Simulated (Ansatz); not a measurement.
# Sensitivity of the G0W0 gap of WS2 (Tungstenite)

Aim: change settings of a G0W0 run on WS2 (Tungstenite) and see what moves.

Main program and level: Ansatz 0.2.0; G0W0 on PBE, plane waves, norm-conserving pseudopotentials.

## 1. Starting point

It takes space group P6_3/mmc (No. 194, hexagonal). The conventional cell has a = 3.153 Å, b = 3.153 Å, c = 12.323 Å, α = 90.00°, β = 90.00°, γ = 120.00°. Nearest to W lie 6 S at 2.40 Å. Nearest to S lie 3 W at 2.40 Å. Farther neighbours and most contacts between anions are not listed.

The cell and positions come from the Crystallography Open Database and are kept as given unless a step says otherwise. Spin-orbit coupling is left out unless a step names it.

## 2. The base run: 6×6×2 mesh, 240 empty bands, screening to 100 eV, norm-conserving files

Now the one-shot GW correction: screening in the RPA, then the self-energy of the levels asked for. This step takes norm-conserving files.

input.yaml

```yaml
crystal:
  lattice:
    - [3.1532, 0.0, 0.0]
    - [-1.5766, 2.7307513032, 0.0]
    - [0.0, 0.0, 12.323]
  atoms:
    - { symbol: W, position: [0.3333333333, 0.6666666667, 0.25] }
    - { symbol: W, position: [0.6666666667, 0.3333333333, 0.75] }
    - { symbol: S, position: [0.3333333333, 0.6666666667, 0.6225] }
    - { symbol: S, position: [0.6666666667, 0.3333333333, 0.1225] }
    - { symbol: S, position: [0.3333333333, 0.6666666667, 0.8775] }
    - { symbol: S, position: [0.6666666667, 0.3333333333, 0.3775] }
kpoints:
  mp_grid: { grid: [6, 6, 2] }
hamiltonian:
  xc: pbe
  pseudopotentials: { kind: nc }
scf:
  occupations: { method: fixed }
gw:
  n_empty_bands: 240
  ecut_chi: 100
  qp_bands: [v2, c2]
  qp_kpoints: band_edges
  screening: { model: contour_deformation }
```

Command:

```
ansatz run input.yaml --threads 3 --pin off --max-ram 92160MiB --backend cuda --events-out ev --progress --plain --runs-dir out --devices 1 --max-vram 13GiB
```

Numbers of over 12 decimals in the logs are rounded to 6 here.

The log of the run:

```text
GPUs: using 1 of 1 available (devices: 1).
Engine: ansatz 0.2.0, x86_64-unknown-linux-gnu
Pseudopotentials: kind: nc
Pseudopotential: W, nc, valence charge 14, recommended cutoff 1006.821291 eV (normal), W.nc.azcp (PseudoDojo's, or run here from an input of PseudoDojo's: the run reads no file of this project's for it)
Pseudopotential: S, nc, valence charge 6, recommended cutoff 770 eV (normal), S.nc.azcp (PseudoDojo's, or run here from an input of PseudoDojo's: the run reads no file of this project's for it)
Functional definition: PBE
  parameter kappa = 0.804
  parameter beta = 0.066725
  exchange = pbe_x(kappa = kappa, mu = beta*pi^2/3)
  correlation = pbe_c(beta = beta)
device memory: the entry about to start is reckoned to put 2.5 GiB on a device that reports 48.5 GiB free (of which the cap on the GPU budget leaves the run 13.0 GiB)
GPU FFT provider: cuFFT
GPU libraries: cuBLAS 13.8.2, cuFFT 12.4.0, cuSOLVER 12.3.4
Crystal: 6 atoms, lattice volume = 106.108 Å³
Basis set: ecut = 1006.821291 eV, 7701 PW (Γ)
Bands: 32, of which v1, the nominal top of the filled ones, is band 26 counted from 1 (25 counted from 0)
Symmetry: 24 space group operations
Space group: P63/mmc (ITA 194), of the structure as read, at distance tolerance 4.7e-5 Å
k-points: 14 of 72
Non-local potential: W, projectors of the file, l = 0: 2, l = 1: 2, l = 2: 2, l = 3: 2
Non-local potential: S, projectors of the file, l = 0: 2, l = 1: 2, l = 2: 2
Initial density: superposition of atomic densities (chi_scale 0.1, normalization cell, long waves kept (reshape's long-wave potential 0.03 eV rms))
Initial wavefunctions: pseudopotential atomic-orbital guess
GPU buffer pool allocated for 165888 grid points (all kernels)
GPU transforms: local potential and band sums: pruned to the plane-wave sphere, on 36×36×128
Functional: x = pbe(κ = 0.804, μ = 0.219515), c = pbe(β = 0.066725)
SCF iter   1: F=—  HF=-5331.444922 eV  |F-HF|=—  |Δ(HF+E_count)|=         —  Δρ=4.10e-2  dr2=3.03e0  ethr=3.10e-3  ⟨swp⟩=5.0  Hψ=1953  notcnv=0  defer=28
preconditioner: auto → Resta (q_TF=auto, 2.423 Å⁻¹)  ε∞=7.3  [insulator: Δε(μ)=0.939 eV  Ē_g=8.594 eV  n_scr=26 (ndim 8)  ℏωp=21.6 eV  f_vac=0.001  ε∞_Penn≈7.3]
SCF iter   2: F=—  HF=-5330.856045 eV  |F-HF|=—  |Δ(HF+E_count)|=   5.89e-1  Δρ=2.32e-2  dr2=9.56e-1  ethr=3.10e-3  ⟨swp⟩=2.9  Hψ=766  notcnv=0  defer=46
SCF iter   3: F=—  HF=-5330.631769 eV  |F-HF|=—  |Δ(HF+E_count)|=   2.24e-1  Δρ=3.82e-3  dr2=1.87e-2  ethr=1.84e-3  ⟨swp⟩=2.9  Hψ=724  notcnv=0  defer=46
SCF iter   4: F=—  HF=-5330.636210 eV  |F-HF|=—  |Δ(HF+E_count)|=   4.44e-3  Δρ=8.47e-4  dr2=1.26e-3  ethr=3.60e-5  ⟨swp⟩=2.0  Hψ=848  notcnv=0  defer=54
SCF iter   5: F=—  HF=-5330.637268 eV  |F-HF|=—  |Δ(HF+E_count)|=   1.06e-3  Δρ=6.42e-4  dr2=9.54e-4  ethr=2.43e-6  ⟨swp⟩=2.8  Hψ=724  notcnv=0  defer=54
[...]
E_kinetic    = 1531.993462
  E_local      = -4582.542895  (includes V_loc(G=0)·N_el)
  E_nonlocal   = 848.152636
  E_hartree    = 1393.327045
  E_xc         = -1246.802627
  E_vxc        = -955.484440  (∫ρ·V_xc dr)
  E_ewald      = -3274.764942
  E_smearing   = -0.000000  (= −TS)
  E_closure    = -0.000000  (closes the sum)
  Σ components = -5330.637321   (vs F -5330.637321, Δ=0.00e0)
--- Band table (eV; the first three rows and the last of 14) ---
  k-point 0: bands = [... 22 lower, 9.5821, 10.2537, 10.5486, 11.7695, 14.0802, 14.0802, 14.0905, 14.0905, ... 2 higher]
  k-point 1: bands = [... 22 lower, 9.5553, 9.5553, 11.4522, 11.4522, 14.0727, 14.0727, 14.0727, 14.0727, ... 2 higher]
  k-point 2: bands = [... 22 lower, 9.4448, 10.3028, 10.5125, 10.9301, 13.3401, 13.7768, 13.9377, 14.0126, ... 2 higher]
  k-point 13: bands = [... 22 lower, 8.6574, 8.6574, 11.1221, 11.1221, 13.0745, 13.0745, 14.3543, 14.3543, ... 2 higher]
--- G₀W₀: contour deformation, 7 samples at zero and on the imaginary axis and 1 off it, 72 q-points, 240 empty bands' worth ---
  eigenvalues of the whole cell's RPA ε∞ on this k-mesh (on a slab, of 1 + 4πα/V) = 5.9220, 14.1068, 14.1068; static W/v taken at q = 0 is 0.073936
  bands read: the sum over 266 bands ends inside a degenerate multiplet in 3 slots, whose members it reads at an even weight; the widest, k=1: bands 265 to 268 (counted from 1) at 2/4 each
  gw.qp_kpoints: band_edges: 10 of 14 stored k-points solved, in 1 pass; an edge of the gap read off the rows below is read off those points alone
    valence top: of the k-points left out ik 6 came nearest to being solved in a further pass, in band 26 (counted from 1, as in the quasiparticle table): it holds the edge there only if its correction is more favourable than any solved in that band by at least 1.525 eV; those differ by 0.089 eV
    conduction bottom: of the k-points left out ik 4 came nearest to being solved in a further pass, in band 27 (counted from 1, as in the quasiparticle table): it holds the edge there only if its correction is more favourable than any solved in that band by at least 0.685 eV; those differ by 0.177 eV
    ik  band        ε_KS         Σx   Σc(E_QP)       V_xc       Z   E_QP_lin       E_QP  E_QP is
     0    25     10.5486   -18.2216     1.1088   -16.9710  0.7526    10.4064    10.4067  root
     0    26     11.7695   -19.4470     0.6113   -18.7981  0.7585    11.7319    11.7319  root
     0    27     14.0802   -13.7207    -4.1899   -18.4013  0.7589    14.5750    14.5709  root
     0    28     14.0802   -13.7207    -4.1899   -18.4013  0.7589    14.5750    14.5709  root
     1    25     11.4522   -19.1562     0.8731   -18.1976  0.7587    11.3666    11.3667  root
     1    26     11.4522   -19.1562     0.8731   -18.1976  0.7587    11.3666    11.3667  root
     1    27     14.0727   -13.6796    -4.1652   -18.3267  0.7583    14.5585    14.5545  root
     1    28     14.0727   -13.6796    -4.1652   -18.3267  0.7583    14.5585    14.5545  root
[...]
13    25     11.1221   -18.7900     0.6601   -18.0532  0.7610    11.0454    11.0454  root
    13    26     11.1221   -18.7900     0.6601   -18.0532  0.7610    11.0454    11.0454  root
    13    27     13.0745   -15.6495    -3.7957   -19.8697  0.7597    13.5015    13.4990  root
    13    28     13.0745   -15.6495    -3.7957   -19.8697  0.7597    13.5015    13.4990  root
[key lines of the parts left out:]
SCF converged after 8 iterations
Free energy (F): -5330.637321 eV
Fermi energy:    11.769540 eV
```

Run time: 42 s. Hardware: 1 × NVIDIA H100 80GB HBM3 (shared by 6 runs) with 3 threads of AMD EPYC 7R13 (Zen 3), shared host; peak memory 1.8 GiB; 69 s of CPU time.

Numbers from this step:

- bands summed: 266
- RPA ε∞ on this mesh (eigenvalues): 5.922, 14.11, 14.11
- plane waves in the screening matrix: 255
- q-points in the mesh: 72
- G0W0 gap on the mesh: 1.332 eV
- k of the valence top: 0, 0, 0
- k of the conduction bottom: 0.1667, 0.1667, 0
- starting gap on the mesh: 0.9807 eV
- Z at the valence top: 0.7585
- Z at the conduction bottom: 0.7692
- least direct G0W0 gap on the computed points: 2.318 eV

The gap on the mesh goes from 0.98 eV to 1.33 eV, a correction of +0.35 eV. Between the two edge states, bare exchange in place of the xc potential would open the gap by 4.62 eV, and correlation takes back 4.26 eV.

## 3. Variant: norm-conserving files, smooth pair densities

Edit input.yaml of step 2 so:

```diff
@@ -20,4 +20,4 @@
 gw:
-  n_empty_bands: 240
-  ecut_chi: 100
+  n_empty_bands: 172
+  ecut_chi: 80
   qp_bands: [v2, c2]
@@ -25 +25,2 @@
   screening: { model: contour_deformation }
+  pair_densities: pseudo
```

The log of the run:

```text
GPUs: using 1 of 1 available (devices: 1).
[...]
GPU FFT provider: cuFFT
GPU libraries: cuBLAS 13.8.2, cuFFT 12.4.0, cuSOLVER 12.3.4
Crystal: 6 atoms, lattice volume = 106.108 Å³
Basis set: ecut = 1006.821291 eV, 7701 PW (Γ)
Bands: 32, of which v1, the nominal top of the filled ones, is band 26 counted from 1 (25 counted from 0)
[... 1 set-up line as in the run before ...]
[...]
k-points: 14 of 72
[...]
GPU buffer pool allocated for 165888 grid points (all kernels)
[...]
SCF iter   1: F=—  HF=-5331.444922 eV  |F-HF|=—  |Δ(HF+E_count)|=         —  Δρ=4.10e-2  dr2=3.03e0  ethr=3.10e-3  ⟨swp⟩=5.0  Hψ=1953  notcnv=0  defer=28
[...]
SCF iter   8: F=-5330.637321 eV  HF=-5330.637321 eV  |F-HF|=2.89e-9  |Δ(HF+E_count)|=   3.24e-6  Δρ=8.51e-6  dr2=9.85e-8  ethr=1.92e-10  ⟨swp⟩=8.3  Hψ=2326  notcnv=0
SCF 1 converged in 8 iterations: F = -5330.637321 eV  dr2 = 9.85e-8
[...]
NSCF: frozen V_eff on 14 k-points, pencils in batches of 32, up to order 128
[...]
NSCF: frozen V_eff on 14 k-points
G₀W₀ screening: q 1/14
[... further progress lines ...]
SCF converged after 8 iterations
Free energy (F): -5330.637321 eV
[...]
Internal energy: -5330.637321 eV  (E = F + TS)
E sigma→0 (E₀):  -5330.637321 eV
Fermi energy:    11.769540 eV
[...]
--- Band table (eV; the first three rows and the last of 14) ---
  k-point 0: bands = [... 22 lower, 9.5821, 10.2537, 10.5486, 11.7695, 14.0802, 14.0802, 14.0905, 14.0905, ... 2 higher]
  k-point 1: bands = [... 22 lower, 9.5553, 9.5553, 11.4522, 11.4522, 14.0727, 14.0727, 14.0727, 14.0727, ... 2 higher]
  k-point 2: bands = [... 22 lower, 9.4448, 10.3028, 10.5125, 10.9301, 13.3401, 13.7768, 13.9377, 14.0126, ... 2 higher]
  k-point 13: bands = [... 22 lower, 8.6574, 8.6574, 11.1221, 11.1221, 13.0745, 13.0745, 14.3543, 14.3543, ... 2 higher]
[...]
0    25     10.5486   -15.5789     1.1684   -14.4604  0.7539    10.5984    10.5985  root
     0    26     11.7695   -16.1406     0.6900   -15.5901  0.7599    11.9088    11.9090  root
     0    27     14.0802   -10.5413    -4.0942   -15.2237  0.7598    14.6745    14.6683  root
     0    28     14.0802   -10.5413    -4.0942   -15.2237  0.7598    14.6745    14.6683  root
     1    25     11.4522   -16.0970     0.9564   -15.2049  0.7600    11.5165    11.5165  root
     1    26     11.4522   -16.0970     0.9564   -15.2049  0.7600    11.5165    11.5165  root
     1    27     14.0727   -10.5240    -4.0680   -15.1647  0.7592    14.6512    14.6454  root
     1    28     14.0727   -10.5240    -4.0680   -15.1647  0.7592    14.6512    14.6454  root
[...]
13    25     11.1221   -15.7671     0.7286   -15.1636  0.7623    11.2471    11.2473  root
    13    26     11.1221   -15.7671     0.7286   -15.1636  0.7623    11.2471    11.2473  root
    13    27     13.0745   -11.9524    -3.7366   -16.3692  0.7615    13.7616    13.7546  root
    13    28     13.0745   -11.9524    -3.7366   -16.3692  0.7615    13.7616    13.7546  root
```

Wall time 24 s (1 × NVIDIA H100 80GB HBM3 (shared by 6 runs) with 3 threads); peak memory 1.5 GiB; 29 s of CPU time.

The G0W0 gap on the mesh is 1.304 eV.

Against the base:

| setting | base | variant |
| --- | --- | --- |
| empty bands | 240 | 172 |
| screening cutoff (eV) | 100 | 80 |
| pair densities | - | pseudo |

| quantity | variant | base |
| --- | --- | --- |
| starting gap on the mesh | 0.981 | 0.981 |
| G0W0 gap on the mesh | 1.304 | 1.332 |
| least direct G0W0 gap on the computed points | 2.371 | 2.318 |
| Z at the valence top | 0.760 | 0.758 |
| Z at the conduction bottom | 0.770 | 0.769 |

## 4. Results

| Item | Value |
| --- | --- |
| base | 1.33 eV, 42 s |
| norm-conserving files, smooth pair densities | 1.30 eV, 24 s |

**Reading.** Norm-conserving files, smooth pair densities: the gap moves by −0.03 eV. The variant differs from the base in empty bands, screening cutoff and pair densities together, so the change can't be laid to one of them. All runs here use a coarse mesh and modest cutoffs; they test settings and are not final values. The 6×6×2 mesh is coarse for this cell (its supercell is 19 Å along the shortest edge). The RPA ε∞ on it, from the PBE start, is 5.92 and 14.11; such meshes misread the long-range screening, most where the gap is narrow. The many-body steps are scalar-relativistic: spin-orbit coupling is not in them.

[Paths, hosts, dates, memory and timing lines, banners, echoed tables and standing remarks are left out of the program output.]

[Logs are printed without paths, hosts, clocks, repeated set-up lines and the standing remarks that a program may print on its own settings, such as how far it seeks lower states.]

[Runs of the session that timed out or met a known fault of the program may be left out.]

[Cells called generated may have been cut or substituted from an entry of the Crystallography Open Database or the Materials Project.]

[Hosts, paths, dates, database ids (printed as entryN), source tags and the programs' standing remarks are cut or masked in the printed files.]
